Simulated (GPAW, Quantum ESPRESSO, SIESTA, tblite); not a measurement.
**How far do other methods lie from plane waves? C(100)/TiO2(101) interface (120 atoms)**

One geometry of C(100)/TiO2(101) interface (120 atoms) is solved by several programs and methods. How far do their forces lie from a plane-wave PBE run?

Results are calculated, not measured.

**1. The structure**

The cell holds 120 atoms (72 C, 16 Ti and 32 O), with edges of 10.24, 7.57 and 23.58 Å. Recipe: diamond-structure C(100), 3 repeat layers, 12 surface cells, strained +1.49 and +0.04 %; anatase TiO2(101), 2 layers, 2 cells, +0.00 and +0.00 %; outer planes 1.29 Å apart, 12 Å of vacuum above; not relaxed, displaced by a Gaussian of 0.02 Å. Then every atom was moved at random, 0.05 Å r.m.s. a Cartesian component.

**2. The reference input**

Quantum ESPRESSO 7.5: Kohn-Sham DFT, PBE, SSSP efficiency 1.3.0 pseudopotentials, plane waves. Its input, pw.in:

```
&control
  calculation = 'scf'
  pseudo_dir = './pseudo'
  outdir = './tmp'
  disk_io = 'none'
  tprnfor = .true.
/
&system
  ibrav = 0
  nat = 120
  ntyp = 3
  ecutwfc = 60
  ecutrho = 480
  nosym = .true.
  occupations = 'smearing'
  smearing = 'fd'
  degauss = 0.003675
/
&electrons
  conv_thr = 6.0e-07
  electron_maxstep = 100
  mixing_beta = 0.2
  mixing_mode = 'local-TF'
  diagonalization = 'david'
/
ATOMIC_SPECIES
C 12.011 C.upf
Ti 47.867 Ti.upf
O 15.999 O.upf
CELL_PARAMETERS angstrom
10.23930 0.00000 0.00000
0.00000 7.57000 0.00000
0.00000 0.00000 23.58071
ATOMIC_POSITIONS crystal
C 0.73927 0.67623 0.25367
C 0.62129 0.32542 0.29228
C 0.61937 0.49616 0.32662
C 0.75009 0.49385 0.36627
[... 114 atom lines left out ...]
O 0.68312 0.19272 0.64162
O 0.18373 0.43169 0.64403
K_POINTS gamma
```

```console
$ OMP_NUM_THREADS=1 mpirun -np 4 pw.x -in pw.in > output.txt
```

Run time: 28 min. Hardware: 4 MPI ranks of Arm Neoverse V1, shared host; peak memory 6.1 GiB.

It converged with an r.m.s. force component of 1.9 eV/Å.

**3. What was run beside it**

- GPAW 26.7.0: PAW with atomic orbitals (LCAO), plane waves or a real-space grid of spacing h.
- Quantum ESPRESSO 7.5: plane waves; labels (QE) give functional, pseudopotential set and cutoffs of waves/density.
- SIESTA 5.4.2: numerical atomic orbitals, whose automatically made sets are far from complete, with PseudoDojo norm-conserving potentials that we converted to its format (checked against plane waves on the same files for H, C, O, Si, Ge and Ca alone); labels give functional, basis size, energy shift and mesh cutoff.
- tblite 0.8.0: extended tight binding, driven from Python.

All use the same cell and atoms, and the electronic-structure runs the same k-mesh.

**4. All runs compared**

Differences are against the reference: forces as r.m.s. over components, share as that over the reference's r.m.s. force, slope as the fitted ratio of a run's forces to the reference's.

```tsv
run	Δ force, r.m.s. (meV/Å)	share (%)	slope	cores	CPU time	memory (GiB)
reference	-	-	-	4	1.9 h	6.1
GPAW PBE, LCAO dzp, h 0.18 Å	179	9.33	1.029	2	20 min	2.7
GPAW PBE, LCAO dzp, h 0.22 Å (coarse)	200	10.4	1.033	2	13 min	2
GPAW PBE, LCAO sz(dzp), h 0.18 Å (coarse)	960	50.0	1.107	1	5.6 min	1.7
GPAW PBE, grid h 0.24 Å (coarse)	322	16.8	1.008	4	38 min	3.0
QE PBE, dojo-0.4.1-standard, 60/240 Ry (coarse)	25.1	1.31	0.998	4	34 min	3.0
SIESTA PBE, DZP, shift 0.01 Ry, mesh 500 Ry	198	10.3	1.045	4	20 min	4.0
SIESTA PBE, DZP, shift 0.02 Ry, mesh 500 Ry	184	9.59	1.048	4	15 min	3.3
SIESTA PBE, SZ, shift 0.01 Ry, mesh 500 Ry (coarse)	1179	61.4	1.122	1	4.8 min	1.3
SIESTA PBE, SZP, shift 0.01 Ry, mesh 500 Ry (coarse)	598	31.1	1.059	2	16 min	2.7
tblite GFN1-xTB	564	29.3	0.934	1	8.4 s	0.13
```

Rows marked coarse were listed beforehand as settings not expected to be converged; some can still land near the reference.

At other geometries of this session 1 more runs gave no result.

CPU time is summed over cores on shared hosts, so it is rough.

**5. Findings**

Forces lie from 1.3 % (QE PBE, dojo-0.4.1-standard, 60/240 Ry, coarse) to 61 % (SIESTA PBE, SZ, shift 0.01 Ry, mesh 500 Ry, coarse) of the reference's r.m.s. force of 1.9 eV/Å away from it. The PBE runs in local orbitals, coarse settings apart, differ by 9.3 % (GPAW PBE, LCAO dzp, h 0.18 Å) to 10 % (SIESTA PBE, DZP, shift 0.01 Ry, mesh 500 Ry); basis, grid and potentials can all enter. Tight binding differs by 29 % (tblite GFN1-xTB); it is another model, with fitted parameters of its own, and the xTB methods hold dispersion. Runs with settings chosen to be coarse differ by 1.3 % (QE PBE, dojo-0.4.1-standard, 60/240 Ry) to 61 % (SIESTA PBE, SZ, shift 0.01 Ry, mesh 500 Ry), their programs' other errors included.

From GPAW PBE, LCAO dzp, h 0.22 Å to the finer GPAW PBE, LCAO dzp, h 0.18 Å the share falls from 10 to 9.3 %.

**Limits.** Periodic xTB results under one method name differ between programs and library versions. The host structure and its lattice constant were typed by rule, without a check against the phase diagram. The runs have no spin polarisation, so moments on Ti can't form, and no Hubbard term. The electronic-structure runs sample only Γ, in a cell whose shortest periodic width is 8 Å, which is coarse for a cell with partly filled levels. The slab repeats along its normal with no dipole correction. Where levels are smeared, the DFT runs use Fermi–Dirac occupations at 580 K (0.05 eV), and energies are free energies. The atoms were displaced at random, and shares hang on the size of the forces that this gives. The reference's cutoffs and mesh weren't converged further here.

[Logs are printed without paths, hosts, clocks, repeated set-up lines and the standing remarks that a program may print on its own settings, such as how far it seeks lower states.]

[Hosts, paths, dates, database ids (printed as entryN), source tags and the programs' standing remarks are cut or masked in the printed files.]

[Cells were taken only where this reference lay near another plane-wave run.]
